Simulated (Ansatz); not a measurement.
**What do other settings change for Li+ TFSI- in sulfolane and ethyl methyl carbonate and propylene carbonate at 330 K (89 atoms)?**

Density of this cell: 1.34 g/cm³. The cell holds 89 atoms: 17 O, 4 S, 22 C, 38 H, 1 N, 6 F and 1 Li. Cell: a = 10.118 Å, b = 10.118 Å, c = 10.118 Å, α = 90.0°, β = 90.0°, γ = 90.0°. 2 sulfolane, 2 ethyl methyl carbonate, 1 propylene carbonate, 1 Li+, 1 TFSI- placed at random, at 1.34 g/cm³; overlaps pushed apart, then 10 ps at 550 K with Joung-Cheatham ions (J. Phys. Chem. B 112, 9020 (2008)); MMFF94 bonds, angles, torsions, charges and radii (Halgren, J. Comput. Chem. 17, 490 (1996)) in harmonic and 12-6 forms; charges of ions scaled by 0.8. Snapshot after 30 ps at 330 K and fixed volume.

Geometry: as built.

Reference run: Kohn-Sham DFT, PBE+D3(BJ), PAW (set soft_2), plane waves (Ansatz 0.2.0), cutoff 420 eV, Γ point, fermi-dirac smearing of 0.05 eV.

| Quantity | Value |
| --- | --- |
| r.m.s. force component | 1.012 eV/Å |
| pressure | 1.92 GPa |
| gap (highest filled to lowest empty level) | 4.776 eV |
| SCF cycles | 11 |
| time | 16 s on 4 threads of Arm Neoverse V1, shared host |

Q: Estimate how much each variant changes the results, and its time and memory.
- support functions low
- support functions medium
- support functions medium, radius 3.41 Å
- support functions medium, radius 3.66 Å
- support functions medium, radius 3.87 Å
- basis.xc_grid = 3, scf.n_extra_bands = 8, scf.occupations.method = "gaussian" and scf.occupations.width = 0.005

Differences are against the plane-wave reference (Kohn-Sham DFT, PBE+D3(BJ), PAW (set soft_2), plane waves), whose r.m.s. force component is 1.01 eV/Å. Energies are set beside the reference only for runs with its functional, potentials and electron count. Times are for 4 threads of Arm Neoverse V1, shared host. The reference's time includes the DOS, ELF, the stress and grids, which some other runs skip.

| run | Δ force, r.m.s. (meV/Å) | share of r.m.s. force (%) | Δ energy (meV/atom) | Δ pressure (GPa) | Δ gap (eV) | cycles | time | host memory (GiB) |
| --- | --- | --- | --- | --- | --- | --- | --- | --- |
| reference | - | - | - | - | - | 11 | 16 s | 1.2 |
| support functions low | 5.65 | 0.558 | -4.72 | - | -3.0e-4 | 15 | 1.8 min | 2.9 |
| support functions medium | 5.62 | 0.556 | -4.73 | - | -1.0e-4 | 17 | 2 min | 3.2 |
| support functions medium, radius 3.41 Å | 5.62 | 0.555 | -4.73 | - | -4.0e-4 | 16 | 2 min | 3.2 |
| support functions medium, radius 3.66 Å | 5.63 | 0.556 | -4.73 | - | -6.0e-4 | 22 | 2.9 min | 3.5 |
| support functions medium, radius 3.87 Å | 5.59 | 0.552 | -4.73 | - | -2.0e-4 | 22 | 3.3 min | 3.7 |
| basis.xc_grid = 3, scf.n_extra_bands = 8, scf.occupations.method = "gaussian" and scf.occupations.width = 0.005 | 0.015 | 0.0014 | -0.0044 | 1.0e-4 | 0 | 11 | 11 s | 1.2 |

Among numerical settings the force difference runs from 0.015 meV/Å (basis.xc_grid = 3, scf.n_extra_bands = 8, scf.occupations.method = "gaussian" and scf.occupations.width = 0.005) to 5.7 meV/Å (support functions low). At 89 atoms the fastest of the runs at a preset level, support functions low, takes roughly 6.8 times the time of plane waves (whose run also made extra analyses, so the like-for-like ratio is larger), in 15 SCF cycles against 11. Differences between support functions and plane waves include what basis error the plane-wave run still has. The force difference hardly changes among these support-function runs, which points to the basis of the plane-wave reference as its main source. As the radius goes from 3.41 to 3.87 Å, the force difference goes from 5.6 to 5.6 meV/Å, and the time from 2 min to 3.3 min. 

[Hosts, paths, dates, database ids (printed as entryN), source tags and the programs' standing remarks are cut or masked in the printed files.]

[The MMFF94 radii named for the starting cell were scaled by 0.96; in molecules described by MMFF94, hydrogen bound to N, O or S took a small fixed 12-6 site in their place.]
